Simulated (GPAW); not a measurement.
# Magnetic state of free-standing square Ni monolayer, spacing 2.48 A from several starts

A self-consistent run ends on one state, which hangs on the start. Several orders of free-standing square Ni monolayer, spacing 2.48 A are started in GPAW and their energies compared.

Calculated with GPAW 26.7.0; LDA; plane waves with GPAW's PAW setups, scalar-relativistic.

This is a report of a sequence of runs, with most program output left out.

## (1) The starting structure

The cell holds 1 atom: 1 Ni. Its edges and angles: a = 2.480 Å, b = 2.480 Å, c = 14.000 Å, α = 90.0°, β = 90.0°, γ = 90.0°. model lattice. Vacuum lies along c.

## (2) Order 1, typed as ferro +

The parallel start comes first: it fits the smallest cell, keeps the most symmetry and shows whether parallel moments form.

order1.py

```python
import json
import numpy as np
from ase import Atoms
from ase.parallel import paropen, parprint
from gpaw import GPAW

atoms = Atoms(['Ni'],
    cell=[[2.48, 0.0, 0.0],
         [0.0, 2.48, 0.0],
         [0.0, 0.0, 14.0]],
    scaled_positions=[[0.0, 0.0, 0.5]],
    pbc=True,
    magmoms=[1.0])
atoms.calc = GPAW(mode={'name': 'pw', 'ecut': 550},
    xc='LDA',
    kpts={'size': (12, 12, 1), 'gamma': True},
    occupations={'name': 'fermi-dirac', 'width': 0.1},
    convergence={'density': 1e-05, 'energy': 1e-05},
    maxiter=200,
    txt='order1.txt')
e = atoms.get_potential_energy(force_consistent=True)
res = {'free_energy': e, 'energy_sigma0': atoms.get_potential_energy(), 'fermi_energy': atoms.calc.get_fermi_level()}
res['moments'] = atoms.get_magnetic_moments().tolist()
res['total'] = atoms.get_magnetic_moment()
parprint('site moments (muB):', np.round(res['moments'], 3))
parprint(f"total moment: {res['total']:.3f} muB")
parprint(f'free energy: {e:.6f} eV')
atoms.calc.write('order1.gpw')
with paropen('results.json', 'w') as f:
    json.dump(res, f)
```

Launch:

```bash
OMP_NUM_THREADS=1 python3 order1.py > order1.log
```

Wall time 21 s (1 MPI rank of Arm Neoverse V2, shared host); peak memory 0.19 GiB.

This step gave:

* magnetization: 0.9472 μB
* final state: ferromagnetic
* largest moment: 0.9720 μB

After 14 cycles the largest moment stands at 0.972 μB.

## (3) Start 2: antiferro q=(0,1/2,0) +-

Another pattern of signs weighs the neighbour shells otherwise.

The cell is doubled to 2 atoms to hold this order. Its mesh is chosen so that both cells sample the same points.

order2.py is the script of step 2 with these lines changed:

```diff
@@ -6,12 +6,13 @@
 
-atoms = Atoms(['Ni'],
+atoms = Atoms(['Ni', 'Ni'],
     cell=[[2.48, 0.0, 0.0],
-         [0.0, 2.48, 0.0],
+         [0.0, 4.96, 0.0],
          [0.0, 0.0, 14.0]],
-    scaled_positions=[[0.0, 0.0, 0.5]],
+    scaled_positions=[[0.0, 0.0, 0.5],
+         [0.0, 0.5, 0.5]],
     pbc=True,
-    magmoms=[1.0])
+    magmoms=[1.0, -1.0])
 atoms.calc = GPAW(mode={'name': 'pw', 'ecut': 550},
     xc='LDA',
-    kpts={'size': (12, 12, 1), 'gamma': True},
+    kpts={'size': (12, 6, 1), 'gamma': True},
     occupations={'name': 'fermi-dirac', 'width': 0.1},
@@ -19,3 +20,3 @@
     maxiter=200,
-    txt='order1.txt')
+    txt='order2.txt')
 e = atoms.get_potential_energy(force_consistent=True)
@@ -27,3 +28,3 @@
 parprint(f'free energy: {e:.6f} eV')
-atoms.calc.write('order1.gpw')
+atoms.calc.write('order2.gpw')
 with paropen('results.json', 'w') as f:
```

Launch:

```bash
OMP_NUM_THREADS=1 python3 order2.py > order2.log
```

Wall time 2.1 min (1 MPI rank); peak memory 0.32 GiB.

This step gave:

| Item | Value |
| --- | --- |
| magnetization | 0 μB |
| final state | antiferromagnetic |
| largest moment | 0.6606 μB |

It lies 69.1 meV a seeded atom over the first start, and its largest moment is 0.661 μB against 0.972 μB.

## (4) Run 3 (antiferro q=(1/2,1/2,0) +-)

An opposed order shows whether the pairs that it reverses prefer unlike signs.

This order needs a doubled cell of 2 atoms. Its mesh is chosen so that both cells sample the same points.

order3.py is the script of step 3 with these lines changed:

```diff
@@ -7,7 +7,7 @@
 atoms = Atoms(['Ni', 'Ni'],
-    cell=[[2.48, 0.0, 0.0],
-         [0.0, 4.96, 0.0],
+    cell=[[4.96, 0.0, 0.0],
+         [2.48, 2.48, 0.0],
          [0.0, 0.0, 14.0]],
     scaled_positions=[[0.0, 0.0, 0.5],
-         [0.0, 0.5, 0.5]],
+         [0.5, 0.0, 0.5]],
     pbc=True,
@@ -16,3 +16,3 @@
     xc='LDA',
-    kpts={'size': (12, 6, 1), 'gamma': True},
+    kpts={'size': (6, 12, 1), 'gamma': True},
     occupations={'name': 'fermi-dirac', 'width': 0.1},
@@ -20,3 +20,3 @@
     maxiter=200,
-    txt='order2.txt')
+    txt='order3.txt')
 e = atoms.get_potential_energy(force_consistent=True)
@@ -28,3 +28,3 @@
 parprint(f'free energy: {e:.6f} eV')
-atoms.calc.write('order2.gpw')
+atoms.calc.write('order3.gpw')
 with paropen('results.json', 'w') as f:
```

Launch:

```bash
OMP_NUM_THREADS=1 python3 order3.py > order3.log
```

Run time: 10 min. Hardware: 1 MPI rank; peak memory 0.37 GiB.

Spin moment in the augmentation sphere by atom:

| atom | spin moment in the augmentation sphere (μB) |
| --- | --- |
| Ni1 | 0.0002 |
| Ni2 | -0.0002 |

Read from the output:

- final state: non-magnetic

It lies 93.1 meV a seeded atom over the first start.

## (5) Order 4, typed as no spin polarisation

A run without seeds gives the energy of the state without moments.

nospin.py

```python
import json
import numpy as np
from ase import Atoms
from ase.parallel import paropen, parprint
from gpaw import GPAW

atoms = Atoms(['Ni'],
    cell=[[2.48, 0.0, 0.0],
         [0.0, 2.48, 0.0],
         [0.0, 0.0, 14.0]],
    scaled_positions=[[0.0, 0.0, 0.5]],
    pbc=True)
atoms.calc = GPAW(mode={'name': 'pw', 'ecut': 550},
    xc='LDA',
    kpts={'size': (12, 12, 1), 'gamma': True},
    occupations={'name': 'fermi-dirac', 'width': 0.1},
    convergence={'density': 1e-05, 'energy': 1e-05},
    maxiter=200,
    txt='nospin.txt')
e = atoms.get_potential_energy(force_consistent=True)
res = {'free_energy': e, 'energy_sigma0': atoms.get_potential_energy(), 'fermi_energy': atoms.calc.get_fermi_level()}
parprint(f'free energy: {e:.6f} eV')
atoms.calc.write('nospin.gpw')
with paropen('results.json', 'w') as f:
    json.dump(res, f)
```

Launch:

```bash
OMP_NUM_THREADS=1 python3 nospin.py > nospin.log
```

Run time: 12 s. Hardware: 1 MPI rank; peak memory 0.16 GiB.

Read from the output:

```
final state : non-magnetic (no spin polarisation)
```

It lies 93.1 meV a seeded atom over the first start.

## (6) Ranking

These are free energies at a smearing of 0.1 eV, so its entropy term is in the differences. They are divided by the number of seeded atoms, so that cells of unlike size compare. Wavevectors q in the names are fractions of the reciprocal vectors of the first run's cell.

Orders:

```
                     start        final state  typed order kept  energy over the lowest (meV a seeded atom)  largest site moment (μB)  net moment (μB a primitive cell)  mesh matched  CPU time (s)
                   ferro +      ferromagnetic               yes                                           0                     0.972                            0.9472           yes         20.97
  antiferro q=(0,1/2,0) +-  antiferromagnetic               yes                                       69.12                    0.6606                                 0           yes         123.1
antiferro q=(1/2,1/2,0) +-       non-magnetic                no                                       93.14                   2.25e-4                                 0           yes         612.2
      no spin polarisation       non-magnetic                 -                                       93.14                         0                                 0           yes         11.86
```

## (7) Outcome

```
lowest state found                 : ferromagnetic (typed ferro +)
largest site moment                : 0.972 μB
next state                         : antiferromagnetic, 69.1 meV a seeded atom higher
energy gained by spin polarisation : 93.1 meV a seeded atom
```

**Reading.** The lowest state found is ferromagnetic, reached from the start ferro +, with moments up to 0.972 μB. The next state costs 69 meV a seeded atom. 1 start left the typed pattern (a sign turned or a seeded moment died), so such an energy belongs to the state reached, not the one typed. This is the lowest of 4 finished starts, no proof of the ground state.

[Logs and program files are shortened in this print: banners, set-up blocks, solver, clock and traceback lines can be left out without a mark of their own.]

[Logs are printed without paths, hosts, clocks, repeated set-up lines and the standing remarks that a program may print on its own settings, such as how far it seeks lower states.]

[Hosts, paths, dates, database ids (printed as entryN), source tags and the programs' standing remarks are cut or masked in the printed files.]

[Where a cell is said to come from a database of computed structures, the database is the Materials Project.]
